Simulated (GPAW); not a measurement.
# A C chain with two Sn atoms in line: transmission at several levels, part 2 of 2

Wanted: the zero-bias transmission of a C chain with two Sn atoms in line on a ladder of levels, with run times.

GPAW 26.7.0; GPAW LCAO, PAW setups; Landauer transmission from Green's functions with principal layers (ASE), zero bias.

So far, transmission at the Fermi level (one spin): step 2 (double-zeta polarised basis, PBE, GPAW) 1.59; step 3 (basis szp(dzp), PBE, GPAW) 1.32; step 4 (basis sz(dzp), PBE, GPAW) 1.31; step 5 (LDA) 1.58.

## Step 8: Functional revPBE, potential alignment off: xc = "revPBE" and align = false

The functional moves levels against the Fermi level. Without the shift, lead and junction are matched by their Fermi levels alone.

This step: GPAW LCAO, PAW setups; Landauer transmission from Green's functions with principal layers (ASE), zero bias (GPAW 26.7.0).

Contents of run.py:

```python
import json
import numpy as np
from ase import Atoms
from ase.transport.calculators import TransportCalculator
from gpaw import GPAW, FermiDirac
from gpaw.lcao.tools import get_lcao_hamiltonian
from scipy.linalg import eigh

# The junction with lead layers at both ends, along the third cell vector
device = Atoms(
    ['C', 'C', 'C', 'C', 'C', 'C', 'Sn', 'Sn', 'C', 'C', 'C', 'C', 'C', 'C'],
    positions=[
        [4.50000, 4.50000, 0.64000],
        [4.50000, 4.50000, 1.92000],
        [4.50000, 4.50000, 3.20000],
        [4.50000, 4.50000, 4.48000],
        [4.50000, 4.50000, 5.76000],
        [4.50000, 4.50000, 7.04000],
        [4.50000, 4.50000, 9.00190],
        [4.50000, 4.50000, 11.75190],
        [4.50000, 4.50000, 13.71380],
        [4.50000, 4.50000, 14.99380],
        [4.50000, 4.50000, 16.27380],
        [4.50000, 4.50000, 17.55380],
        [4.50000, 4.50000, 18.83380],
        [4.50000, 4.50000, 20.11380]],
    cell=[[9.0, 0.0, 0.0], [0.0, 9.0, 0.0], [0.0, 0.0, 20.7538]],
    pbc=True)

# One principal layer of the lead: the first 4 atoms of the device
lead = Atoms(
    ['C', 'C', 'C', 'C'],
    positions=[
        [4.50000, 4.50000, 0.64000],
        [4.50000, 4.50000, 1.92000],
        [4.50000, 4.50000, 3.20000],
        [4.50000, 4.50000, 4.48000]],
    cell=[[9.0, 0.0, 0.0], [0.0, 9.0, 0.0], [0.0, 0.0, 5.12]],
    pbc=True)

settings = dict(mode='lcao', basis='dzp', xc='revPBE', h=0.2,
                occupations=FermiDirac(0.1), maxiter=250,
                mixer=dict(beta=0.1, nmaxold=8, weight=100.0),
                convergence=dict(density=0.0001))
energies = np.arange(-3, 3 + 1e-9, 0.075)
eta = 0.0001
n1, n2 = 1, 1
# k and -k transmit alike, so half of the mesh across the current serves
mesh = [(i, j) for i in range(n1) for j in range(n2) if (i, j) <= (-i % n1, -j % n2)]
weights = np.array([1 if (i, j) == (-i % n1, -j % n2) else 2 for i, j in mesh]) / (n1 * n2)

# [... helper functions left out ...]
fermi_lead = ground_state(lead, (1, 1, 22), 'lead.txt')
fermi_device = ground_state(device, (1, 1, 4), 'device.txt')
# [... loop over the mesh left out, but for ...]
        # Lead and device are aligned by their Fermi levels alone
        shift = 0.0
# [...]
kT = 8.617333e-5 * 500
bias = [0.1, 0.2, 0.5, 1.0, 1.5, 2.0]
# [... integrals and printing left out ...]
```

On the command line:

```console
> OMP_NUM_THREADS=1 OPENBLAS_NUM_THREADS=1 python run.py
```

What it wrote:

```text
basis functions: device 202, principal layer 52
Fermi level: lead -4.1349 eV, device -3.6676 eV; lead shifted by 0.0000 eV
largest coupling past the next layer 1.03e-04 eV, largest misfit of the first layer 0.061 eV
  E-E_F (eV)   T (one spin)  [channel counts left out]
    -3.000    1.3352e-03
    -2.925    1.5598e-03
    -2.850    1.8227e-03
    -2.775    2.1304e-03
    -2.700    2.4908e-03
    -2.625    2.9130e-03
    -2.550    3.4081e-03
    -2.475    3.9889e-03
    -2.400    4.6708e-03
    -2.325    5.4724e-03
    -2.250    6.4159e-03
    -2.175    7.5282e-03
    -2.100    8.8419e-03
    -2.025    1.0397e-02
    -1.950    1.2242e-02
    -1.875    1.4437e-02
[...]
2.475    1.8242e+00
     2.550    1.7544e+00
     2.625    1.6760e+00
     2.700    1.5913e+00
     2.775    1.5027e+00
     2.850    1.4125e+00
     2.925    1.3229e+00
     3.000    1.2354e+00
conductance at 500 K: 1.5836 G0 a cell; thermopower -16.33 uV/K
current from the zero-bias T(E) at 0.1 V: 12.256 uA
current from the zero-bias T(E) at 0.2 V: 24.427 uA
current from the zero-bias T(E) at 0.5 V: 59.72 uA
current from the zero-bias T(E) at 1.0 V: 112.1 uA
current from the zero-bias T(E) at 1.5 V: 156.49 uA
current from the zero-bias T(E) at 2.0 V: 195.69 uA
```

Run time: 29 s. Hardware: 1 thread of Arm Neoverse V1, shared host; peak memory 0.67 GiB.

Numbers from this step:

```yaml
conductance: 1.584 G₀
thermopower: -16.33 μV/K
largest_coupling_past_the_next_principal_layer: 1.03e-4 eV
largest_misfit_of_the_first_principal_layer: 0.06149 eV
shift_that_aligns_the_lead: 0 eV
transmission_at_the_fermi_level_one_spin: 1.602
```

One spin. The transmission, zone mean by energy, zero at the Fermi level:

```
energy (eV)  transmission, zone mean
      -3.00                  0.00134
      -2.85                  0.00182
      -2.70                  0.00249
      -2.55                  0.00341
      -2.33                  0.00547
      -2.17                  0.00753
      -2.02                   0.0104
      -1.88                   0.0144
      -1.73                   0.0202
      -1.57                   0.0285
      -1.35                   0.0489
      -1.20                   0.0712
      -1.05                    0.105
      -0.90                    0.158
      -0.75                    0.242
      -0.60                    0.373
      -0.38                    0.708
      -0.23                     1.04
      -0.07                     1.42
       0.00                     1.60
       0.07                     1.75
       0.23                     1.95
       0.38                     2.00
       0.60                     1.94
       0.75                     1.88
       0.90                     1.83
       1.05                     1.81
       1.20                     1.81
       1.35                     1.82
       1.57                     1.88
       1.73                     1.93
       1.88                     1.97
       2.02                     2.00
       2.10                     2.00
       2.17                     1.99
       2.33                     1.93
       2.55                     1.75
       2.70                     1.59
       2.85                     1.41
       3.00                     1.24
```

Not self-consistent under bias; the bias window is split evenly. The current through one cell, from the zero-bias transmission by bias:

```
bias (V)  current through one cell, from the zero-bias transmission (μA)
   0.100                                                            12.3
   0.200                                                            24.4
   0.500                                                            59.7
   1.000                                                             112
   1.500                                                             156
   2.000                                                             196
```

Table of transmission of the three most open eigenchannels by energy, zero at the Fermi level:

| energy (eV) | channel 1 = channel 2 | channel 3 |
| --- | --- | --- |
| -3.00 | 6.7e-4 | 0 |
| -2.85 | 9.1e-4 | 0 |
| -2.70 | 0.00125 | 0 |
| -2.55 | 0.00170 | 0 |
| -2.33 | 0.00274 | 0 |
| -2.17 | 0.00376 | 0 |
| -2.02 | 0.00520 | 0 |
| -1.88 | 0.00722 | 0 |
| -1.73 | 0.0101 | 0 |
| -1.57 | 0.0143 | 0 |
| -1.35 | 0.0244 | 0 |
| -1.20 | 0.0356 | 0 |
| -1.05 | 0.0527 | 0 |
| -0.90 | 0.0792 | 0 |
| -0.75 | 0.121 | 0 |
| -0.60 | 0.186 | 0 |
| -0.38 | 0.354 | 0 |
| -0.23 | 0.520 | 0 |
| -0.07 | 0.711 | 0 |
| 0.00 | 0.801 | 0 |
| 0.07 | 0.876 | 0 |
| 0.23 | 0.973 | 0 |
| 0.38 | 0.999 | 0 |
| 0.60 | 0.970 | 0 |
| 0.75 | 0.940 | 0 |
| 0.90 | 0.917 | 0 |
| 1.05 | 0.904 | 0 |
| 1.20 | 0.903 | 0 |
| 1.35 | 0.912 | 0 |
| 1.57 | 0.941 | 0 |
| 1.73 | 0.965 | 0 |
| 1.88 | 0.987 | 0 |
| 2.02 | 0.999 | 0 |
| 2.17 | 0.994 | 0 |
| 2.33 | 0.965 | 0 |
| 2.55 | 0.877 | 0 |
| 2.70 | 0.796 | 0 |
| 2.85 | 0.706 | 0 |
| 3.00 | 0.618 | 0 |

The conductance, 1.58 G₀, lies 0.5 % above that of the dzp run.

## Step 9: A second varied run

A last run, with other settings again.

Edit run.py of step 8 so:

```diff
@@ -40,4 +40,4 @@
 
-settings = dict(mode='lcao', basis='dzp', xc='revPBE', h=0.2,
-                occupations=FermiDirac(0.1), maxiter=250,
+settings = dict(mode='lcao', basis='cc-pVDZ', xc='PBE', h=0.2,
+                occupations=FermiDirac(0.1), maxiter=60,
                 mixer=dict(beta=0.1, nmaxold=8, weight=100.0),
@@ -55,4 +55,4 @@
 # [... loop over the mesh left out, but for ...]
-        # Lead and device are aligned by their Fermi levels alone
-        shift = 0.0
+        # Shift the lead onto the potential of the device's first layer
+        shift = ((H[:, 0, 0] - H0[:, 0, 0]) / S0[0, 0]).real.mean()
 # [...]
```

What it wrote:

```text
FileNotFoundError: Could not find required basis set file "C.cc-pVDZ.basis".
```

Run time: 1 s. Hardware: 1 thread; peak memory 0.1 GiB.

The program refused the input before any cycle.

The program's message: “FileNotFoundError: Could not find required basis set file "C.cc-pVDZ.basis".”

The change that led to it: basis = "cc-pVDZ".

## Step 10: What came out

```
conductance                                        : 1.58 G₀
transmission at the Fermi level, mean of the spins : 1.59
thermopower                                        : -16.2 μV/K
```

What this shows: In the dzp basis the junction conducts 1.58 G₀ at 500 K, with T = 1.59 a spin at the Fermi level; no smaller basis tried comes within 10 % of that conductance. At the Fermi level two eigenchannels carry the current (0.80 and 0.80). The negative thermopower says that the thermally weighted transmission is larger above the Fermi level, as for electron-like transport. Measured against the first run (dzp), the nearest curve is that of dzp-LDA (r.m.s. 0.016) and the farthest that of szp (0.10). Over the compared runs wall time goes from 17 s (sz) to 28 s (dzp), on a shared host. The geometry was built from estimated bond lengths and not relaxed, so the numbers describe this model structure. Spin-orbit coupling is left out, which matters for the heavy atoms here. Energies count from the junction cell's Fermi level; in the run with T = 1.59 there, the aligned lead's own level lies at -0.051 eV, where T interpolates to 1.47; the finite cell leaves the answer open by at least that much. An evenly spaced straight chain is an idealisation: free chains tend to dimerise, zigzag or, where a band edge lies near the Fermi level, turn magnetic. The currents use the zero-bias T(E) throughout, which holds only while the bias is small against the distance to the nearest feature. The energy step is wider than the thermal energy, so the conductance and thermopower rest on interpolation of T(E).

[Logs are printed without paths, hosts, clocks, repeated set-up lines and the standing remarks that a program may print on its own settings, such as how far it seeks lower states.]

[Hosts, paths, dates, database ids (printed as entryN), source tags and the programs' standing remarks are cut or masked in the printed files.]
